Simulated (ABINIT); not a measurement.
```
Beyond one shot: CaHClO (P6_3mc)
1.0
     3.86984    0.00000    0.00000
    -1.93492    3.35138    0.00000
     0.00000    0.00000    9.80983
Ca H Cl O
2 2 2 2
Direct
  0.33333 0.66667 0.00007
  0.66667 0.33333 0.50007
  0.00000 0.00000 0.16694
  0.00000 0.00000 0.66694
  0.33333 0.66667 0.31667
  0.66667 0.33333 0.81667
  0.00000 0.00000 0.06812
  0.00000 0.00000 0.56812
# method: RPA screening on LDA from quasiparticle energies, plane waves, norm-conserving pseudopotentials (and 5 further levels or steps)
# program: ABINIT 10.8.3
# settings: cutoff 36 Ha, PseudoDojo scalar-relativistic 0.4.1 standard, norm-conserving, ngkpt (3, 3, 1), nband 178, ecuteps 4.8 Ha, gwcalctyp 10, inclvkb 2, shiftk (0, 0, 0), symchi 1, awtr 1, frequency ppm, cycle 3, q points all but q = 0, 3×3×1 k-mesh
# notes: The program’s warnings: nproc spkpt=  >= nkpt= * nsppol=. The cell and positions are those that the Materials Project relaxed with its own functionals (PBE, PBE+U or r2SCAN), kept fixed. The first cycle of evGW0 takes the full correction, without the factor Z, so it overshoots the one-shot value. The 3×3×1 mesh is coarse for this cell, which bears on the long-range parts of exchange and screening.
# G0W0: 7.730 eV
# evGW0, cycle 1: 8.300 eV
# evGW0, cycle 2: 8.074 eV
# evGW0, cycle 3: 8.090 eV
# evGW0, cycle 4: 8.089 eV
# evGW, cycle 1: 8.658 eV
# evGW, cycle 2: 8.708 eV
# evGW, cycle 3: 8.713 eV
# known limits: short of the basis limit; coarse k mesh
```

[Long decimals in the printed logs are rounded to 6 places.]

[Logs are printed without paths, hosts, clocks, repeated set-up lines and the standing remarks that a program may print on its own settings, such as how far it seeks lower states.]

[Paths, hosts, dates, memory and timing lines, banners, echoed tables and standing remarks are left out of the program output; an Ansatz launch command may be rebuilt from the run's recorded settings. Measured values are a selection of at most five: reports struck by readers or far from the other reports are left out. None is set beside runs whose start may be inverted or whose files or cutoffs have a known fault.]

[Runs of the session that timed out or met a known fault of the program may be left out.]

[Hosts, paths, dates, database ids (printed as entryN), source tags and the programs' standing remarks are cut or masked in the printed files.]

[G0W0 gaps are taken among the corrected bands and points alone; a level outside them can change the order at an edge.]

[Where Ansatz stands beside ABINIT at settings called matched, ABINIT's density can come from a denser mesh and the files from another edition; pairs whose starting gaps differed by over 0.03 eV were left out, so agreement reads better than it is.]
